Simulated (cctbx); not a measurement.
## HfCuHg: solution and refinement

Cell a = 7.0490 Å, b = 4.3750 Å, c = 7.8010 Å, α = 90.00°, β = 90.00°, γ = 90.00°; space group Pnma (no. 62); content Hg4 Hf4 Cu4.

The data are simulated with cctbx, not measured: Cu Kα, λ = 1.54184 Å, to d = 0.83 Å, 95 % of the full sphere, strongest reflection 20000 counts, noise from counting, a 6 % proportional error and a noise floor of 4 counts (s.d.); no absorption.

Charge flipping in P1 on normalised amplitudes to 0.83 Å, δ = 1 σ, 20 % of the reflections treated as weak, 150 cycles:

```text
cycle      R  skewness
    0  0.603     0.14
   12  0.480     1.81
   24  0.471     3.23
   36  0.472     2.83
   48  0.472     3.19
   60  0.479     3.17
   72  0.469     3.24
   84  0.468     3.11
   96  0.465     3.00
  108  0.489     3.20
  120  0.464     3.09
  132  0.460     3.02
  144  0.480     3.08
origin shift          correlation  skewness
 0.098  0.445  0.426      0.843      2.74
 0.351  0.439  0.425      0.838      4.11
 0.102 -0.077  0.253      0.835      2.31
 0.344 -0.007  0.292      0.833      1.37
taken: symmetry correlation 0.838, skewness 4.11
peak      x       y       z  mult  height/sigma
Q1    0.2171  0.2500  0.9184    4     12.3
Q2    0.0160  0.2500  0.2784    4     10.3
Q3    0.2247  0.7500  0.0758    4      3.5
Q4    0.9857  0.2500  0.0954    4      2.8
Q5    0.0167  0.9760  0.3634    8      2.2
Q6    0.1046  0.7500  0.3529    4      2.0
Q7    0.0175  0.0276  0.1345    8      1.7
Q8    0.0830  0.2500  0.6450    4      1.7
```

The origin is taken among those within 0.04 of the best correlation, by the skewness of the map.

Run time: 0.51 s on 1 thread of Arm Neoverse N1, with other jobs on the host, peak memory 0.07 GiB.

**Question.** Which peaks are atoms, and which elements?

Heights go roughly as Z and multiplicities must add up to the content. First model: Q1 = Hg1 (4 in the cell, height 12.3), Q2 = Hf1 (4 in the cell, height 10.3) and Q3 = Cu1 (4 in the cell, height 3.5). Against the true structure, Q1 is Hg, Q2 is Hf and Q3 is Cu; the other peaks are not atoms.

Least squares on F², isotropic:

```text
Rint 0.048, 252 unique reflections to 0.83 A
cycle     R1     wR2    GooF  max shift (A)
   1  0.2483  0.6056  17.231   0.05542
   2  0.0119  0.0319   0.907   0.00019
final R1 0.0119 wR2 0.0319 GooF 0.907  parameters 9  data/parameter 28.0
atom        x        y        z      Ueq    occ   su(xyz)  su(Uiso or U11)
Hg1    0.21249  0.25000  0.91264   0.0016  1.000  0.00004  0.0001
Hf1    0.01377  0.25000  0.27211   0.0017  1.000  0.00005  0.0001
Cu1    0.22006  0.75000  0.08081   0.0034  1.000  0.00015  0.0003
difference map: max 1.20 min -1.32 rms 0.29
Q1    0.1331  0.2500  0.8004    4    1.22  1.04 A from Hg1
Q2    0.2062  0.1688  0.5485    8    1.00  0.68 A from Cu1
Q3    0.1779  0.7500  0.4782    4    0.98  0.93 A from Hg1
Q4    0.1548  0.2500  0.0294    4    0.94  1.00 A from Hg1
Q5    0.1440  0.0909  0.8904    8    0.87  0.86 A from Hg1
```

Anisotropic refinement:

```text
Rint 0.048, 252 unique reflections to 0.83 A
cycle     R1     wR2    GooF  max shift (A)
   1  0.0157  0.0406   1.177   0.00113
   2  0.0116  0.0307   0.889   0.00000
final R1 0.0116 wR2 0.0307 GooF 0.889  parameters 18  data/parameter 14.0
atom        x        y        z      Ueq    occ   su(xyz)  su(Uiso or U11)
Hg1    0.21251  0.25000  0.91264   0.0016  1.000  0.00004  0.0002
Hf1    0.01377  0.25000  0.27208   0.0018  1.000  0.00005  0.0002
Cu1    0.22021  0.75000  0.08085   0.0035  1.000  0.00015  0.0006
difference map: max 1.08 min -1.28 rms 0.29
Q1    0.1546  0.2500  0.0276    4    1.12  0.99 A from Hg1
Q2    0.1720  0.1294  0.5431    8    1.01  0.97 A from Cu1
Q3    0.1334  0.2500  0.7999    4    1.00  1.04 A from Hg1
Q4    0.1439  0.0952  0.8950    8    0.85  0.84 A from Hg1
Q5    0.1235  0.7500  0.6646    4    0.80  1.09 A from Hf1
Q6    0.1794  0.7500  0.4797    4    0.78  0.92 A from Hg1
```

**Reading.** The refinement ends at R1 = 0.0116, wR2 = 0.0307, GooF = 0.89, with difference density between -1.28 and 1.08 e/Å³. Every site matches the true model in element, within 0.001 Å r.m.s., up to an allowed shift of origin.

True model:

```
atom  mult.       x    y       z  Ueq (Å²)
 Hg1      4  0.7875  3/4  0.5873    0.0020
 Hf1      4  0.0138  1/4  0.7720    0.0021
 Cu1      4  0.7201  3/4  0.9193    0.0044
```

The model was made for the exercise: a known structure type with other elements put in, its volume estimated, not relaxed; displacement parameters are assumed.

[Middle refinement cycles are left out of these outputs.]

[Logs are printed without paths, hosts, clocks, repeated set-up lines and the standing remarks that a program may print on its own settings, such as how far it seeks lower states.]
